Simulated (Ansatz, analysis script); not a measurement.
# CuF2: spin spirals and exchange, part 2 of 2

Does a spiral lie below the collinear start of CuF2, and how stiff are the moments?

Ansatz 0.2.0; PBEsol with U = 6 eV on Cu d (ortho-atomic projectors), PAW set soft_1 (files made for PBE).

So far. Step 3 (Collinear start 2: antiferro +-): It ends antiferromagnetic, with 0.763 μB on the largest site. Step 5 (q = (0, 0, 0)): The largest moment is 0.763 μB, against 0.763 μB in the collinear run.

## (6) q = (0, 0, -0.5)

Level of this step: Ansatz DFT, spin spiral by the generalised Bloch theorem, no spin-orbit coupling; PBEsol+U, PAW set soft_1; PAW set soft_1 (Ansatz).

Only q changes. The cell stays that of the crystal, since the generalised Bloch theorem carries the rotation from cell to cell.

Contents of input.yaml:

```yaml
crystal:
  lattice:
    - [3.32, 0.0, 0.0]
    - [0.0, 4.54, 0.0]
    - [-2.7868682953, 0.0, 4.5589330534]
  atoms:
    - { symbol: Cu, position: [0.0, 0.0, 0.0], spin: 0.76, spin_axis: [1.0, 0.0, 0.0] }
    - { symbol: Cu, position: [0.0, 0.5, 0.5], spin: 0.76, spin_axis: [-1.0, 0.0, 0.0] }
    - { symbol: F, position: [0.256, 0.3, 0.3] }
    - { symbol: F, position: [0.744, 0.8, 0.2] }
    - { symbol: F, position: [0.744, 0.7, 0.7] }
    - { symbol: F, position: [0.256, 0.2, 0.8] }
kpoints:
  mp_grid: { grid: [8, 8, 8] }
hamiltonian:
  xc: pbesol
  hubbard:
    projectors: ortho-atomic
    sites: [{ species: Cu, l: d, u_eff: 6.0 }]
  pseudopotentials: { kind: paw, azcp: { folder: soft_1 }, xc_functional: pbe }
scf:
  occupations: { method: fermi_dirac, width: 0.05 }
  max_iter: 120
  convergence: { dr2_threshold: 1.0e-08 }
basis:
  ecutwfc: 420.0
magnetization:
  noncollinear: true
  spin_spiral: { q: [0.0, 0.0, -0.5] }
  spin_locking: { lock_directions: true }
checkpoint:
  read: start
```

On the command line:

```sh
ansatz run input.yaml --threads 2 --pin off --max-ram 5632MiB --backend cpu --events-out ev --progress --plain --runs-dir out
```

Numbers of over 12 decimals in the logs are rounded to 6 here.

Output:

```text
[...]
Crystal: 6 atoms, lattice volume = 68.716 Å³
Basis set: ecut = 420 eV, 1353 PW (Γ)
Bands: 80, of which v1, the nominal top of the filled ones, is band 66 counted from 1 (65 counted from 0)
Symmetry: 1 space group operations
k-points: 512
[...]
SCF iter  12: F=-16375.294591 eV  HF=-16375.294591 eV  |F-HF|=1.23e-8  |Δ(HF+E_count)|=   3.71e-8  Δρ=4.70e-6  dr2=8.25e-9  dr2_m=2.72e-10  ethr=2.93e-12  |M|=2.72e-6 ∫|m|=1.99e0 μB  |m|>n=0.0e0 m-floor=0.0e0 τ_xc=2.7e-3 mc-row=0.0e0  ⟨swp⟩=3.0  Hψ=110592  notcnv=0
SCF 1 converged in 12 iterations: F = -16375.294591 eV  dr2 = 8.25e-9
[...]
SCF converged after 12 iterations
[...]
Magnetization: |M| = 0.0000 μB,  M = (+0.0000, -0.0000, +0.0000) μB
Absolute magnetization: 1.9532 μB (∫|m|, with the PAW one-centre terms)
  site 0: m = (+0.7724, +0.0000, +0.0000) μB, |m| = 0.7724 μB  (R = 0.79 Å)
  site 1: m = (-0.7724, -0.0000, -0.0000) μB, |m| = 0.7724 μB  (R = 0.79 Å)
  site 2: m = (-0.0111, +0.0619, +0.0000) μB, |m| = 0.0629 μB  (R = 0.79 Å)
  site 3: m = (+0.0111, +0.0619, +0.0000) μB, |m| = 0.0629 μB  (R = 0.79 Å)
  site 4: m = (-0.0111, -0.0619, +0.0000) μB, |m| = 0.0629 μB  (R = 0.79 Å)
  site 5: m = (+0.0111, -0.0619, -0.0000) μB, |m| = 0.0629 μB  (R = 0.79 Å)
--- Magnetisation constraints (ε_frz = 1.0e-4 eV) ---
[...]
0     per_site_axis  ê (+1.000, +0.000, +0.000) ≥0.00  (+0.772, +0.000, +0.000)  1.72e-9      (+0.0e0, +3.4e-9, +5.8e-11)  1.000  0    yes
  1     per_site_axis  ê (-1.000, +0.000, +0.000) ≥0.00  (-0.772, -0.000, -0.000)  3.12e-9      (+0.0e0, -6.2e-9, -1.4e-10)  1.000  0    yes
Free energy (F): -16375.294591 eV
[...]
Internal energy: -16375.294591 eV  (E = F + TS)
E sigma→0 (E₀):  -16375.294591 eV
Fermi energy:    5.554487 eV
[...]
```

Elapsed: 12 min, on 2 threads of Arm Neoverse V1, shared host; peak memory 4.9 GiB.

The energy of the cell lies 21.2 meV above that at q = 0, and the largest moment is 0.772 μB against 0.763 μB.

## (7) q = (0, 0, -0.25)

input.yaml, as its differences from that of step 6:

```diff
@@ -28,3 +28,3 @@
   noncollinear: true
-  spin_spiral: { q: [0.0, 0.0, -0.5] }
+  spin_spiral: { q: [0.0, 0.0, -0.25] }
   spin_locking: { lock_directions: true }
```

Output:

```text
[...]
Crystal: 6 atoms, lattice volume = 68.716 Å³
Basis set: ecut = 420 eV, 1353 PW (Γ)
Bands: 80, of which v1, the nominal top of the filled ones, is band 66 counted from 1 (65 counted from 0)
Symmetry: 1 space group operations
k-points: 512
[...]
0     per_site_axis  ê (+1.000, +0.000, +0.000) ≥0.00  (+0.765, +0.000, -0.000)  2.18e-10     (+0.0e0, +3.2e-11, -4.4e-10)  1.000  0    yes
  1     per_site_axis  ê (-1.000, +0.000, +0.000) ≥0.00  (-0.765, +0.000, -0.000)  2.49e-10     (+0.0e0, +5.2e-12, -5.0e-10)  1.000  0    yes
Free energy (F): -16375.310330 eV
[...]
Internal energy: -16375.310330 eV  (E = F + TS)
E sigma→0 (E₀):  -16375.310330 eV
Fermi energy:    5.622358 eV
[...]
[key lines of the parts left out:]
SCF converged after 10 iterations
Magnetization: |M| = 0.0000 μB,  M = (+0.0000, -0.0000, -0.0000) μB
```

The job ended after 10 min (2 threads; peak memory 4.9 GiB).

The energy of the cell lies 5.45 meV above that at q = 0, and the largest moment is 0.765 μB against 0.763 μB.

## (8) q = (0, 0.25, 0)

input.yaml, as its differences from that of step 7:

```diff
@@ -28,3 +28,3 @@
   noncollinear: true
-  spin_spiral: { q: [0.0, 0.0, -0.25] }
+  spin_spiral: { q: [0.0, 0.25, 0.0] }
   spin_locking: { lock_directions: true }
```

Output:

```text
[...]
Crystal: 6 atoms, lattice volume = 68.716 Å³
Basis set: ecut = 420 eV, 1353 PW (Γ)
Bands: 80, of which v1, the nominal top of the filled ones, is band 66 counted from 1 (65 counted from 0)
Symmetry: 1 space group operations
k-points: 512
[...]
0     per_site_axis  ê (+1.000, +0.000, +0.000) ≥0.00  (+0.765, +0.000, -0.000)  5.11e-11     (+0.0e0, +1.0e-10, -5.1e-11)  1.000  0    yes
  1     per_site_axis  ê (-1.000, +0.000, +0.000) ≥0.00  (-0.765, +0.000, +0.000)  3.42e-10     (+0.0e0, +3.8e-10, +6.8e-10)  1.000  0    yes
Free energy (F): -16375.310295 eV
[...]
Internal energy: -16375.310295 eV  (E = F + TS)
E sigma→0 (E₀):  -16375.310295 eV
Fermi energy:    5.668114 eV
[...]
[key lines of the parts left out:]
SCF converged after 10 iterations
Magnetization: |M| = 0.0000 μB,  M = (+0.0000, -0.0000, +0.0000) μB
```

Elapsed: 10 min, on 2 threads; peak memory 4.9 GiB.

The energy of the cell lies 5.49 meV above that at q = 0, and the largest moment is 0.765 μB against 0.763 μB.

## (9) q = (0.5, 0, -0.5)

input.yaml, as its differences from that of step 8:

```diff
@@ -28,3 +28,3 @@
   noncollinear: true
-  spin_spiral: { q: [0.0, 0.25, 0.0] }
+  spin_spiral: { q: [0.5, 0.0, -0.5] }
   spin_locking: { lock_directions: true }
```

Output:

```text
[...]
Crystal: 6 atoms, lattice volume = 68.716 Å³
Basis set: ecut = 420 eV, 1353 PW (Γ)
Bands: 80, of which v1, the nominal top of the filled ones, is band 66 counted from 1 (65 counted from 0)
Symmetry: 1 space group operations
k-points: 512
[...]
0     per_site_axis  ê (+1.000, +0.000, +0.000) ≥0.00  (+0.772, +0.000, +0.000)  3.42e-9      (+0.0e0, +3.7e-10, +6.8e-9)  1.000  0    yes
  1     per_site_axis  ê (-1.000, +0.000, +0.000) ≥0.00  (-0.772, +0.000, +0.000)  3.50e-9      (+0.0e0, +1.5e-9, +7.0e-9)   1.000  0    yes
Free energy (F): -16375.291985 eV
[...]
Internal energy: -16375.291985 eV  (E = F + TS)
E sigma→0 (E₀):  -16375.291985 eV
Fermi energy:    5.566365 eV
[...]
[key lines of the parts left out:]
SCF converged after 13 iterations
Magnetization: |M| = 0.0000 μB,  M = (-0.0000, -0.0000, +0.0000) μB
```

Elapsed: 13 min, on 2 threads; peak memory 5 GiB.

The energy of the cell lies 23.8 meV above that at q = 0, and the largest moment is 0.772 μB against 0.763 μB.

The other 3 runs of this kind were made alike; their results stand in the table below.

## (10) The spirals together

```
q (reciprocal lattice)  path length (1/Å)  E(q) − E(0) (meV a magnetic atom)  |m| Cu no. 1 (μB)  |m| Cu no. 2 (μB)
             (0, 0, 0)              0.000                               0.00               0.76               0.76
         (0, 0, -0.25)              0.345                               2.73               0.77               0.77
          (0, 0, -0.5)              0.689                              10.60               0.77               0.77
      (0, 0.25, -0.25)              1.177                               4.98               0.77               0.77
           (0, 0.5, 0)              1.666                              10.65               0.77               0.77
          (0, 0.25, 0)              2.012                               2.74               0.77               0.77
             (0, 0, 0)              2.358                               0.00               0.76               0.76
      (0.25, 0, -0.25)              2.834                               3.31               0.77               0.77
        (0.5, 0, -0.5)              3.310                              11.90               0.77               0.77
```

## (11) What came out

```json
{"lowest point of the path": "q = 0", "highest point": "11.9 meV a magnetic atom"}
```

No spiral that was run lies below the antiferromagnetic state at q = 0, and winding the moments costs up to 11.9 meV a magnetic atom. The moments change by at most 2 % from their size at q = 0, so they are well localised. No spin model is given, since this treatment keeps to cells with one magnetic atom. States with other phases between the sublattices can lie lower than any point of this path. The 8 spiral runs took 86 min of wall time, added up.

[Logs and program files are shortened in this print: banners, set-up blocks, solver, clock and traceback lines can be left out without a mark of their own.]

[Logs are printed without paths, hosts, clocks, repeated set-up lines and the standing remarks that a program may print on its own settings, such as how far it seeks lower states.]

[Hosts, paths, dates, database ids (printed as entryN), source tags and the programs' standing remarks are cut or masked in the printed files.]
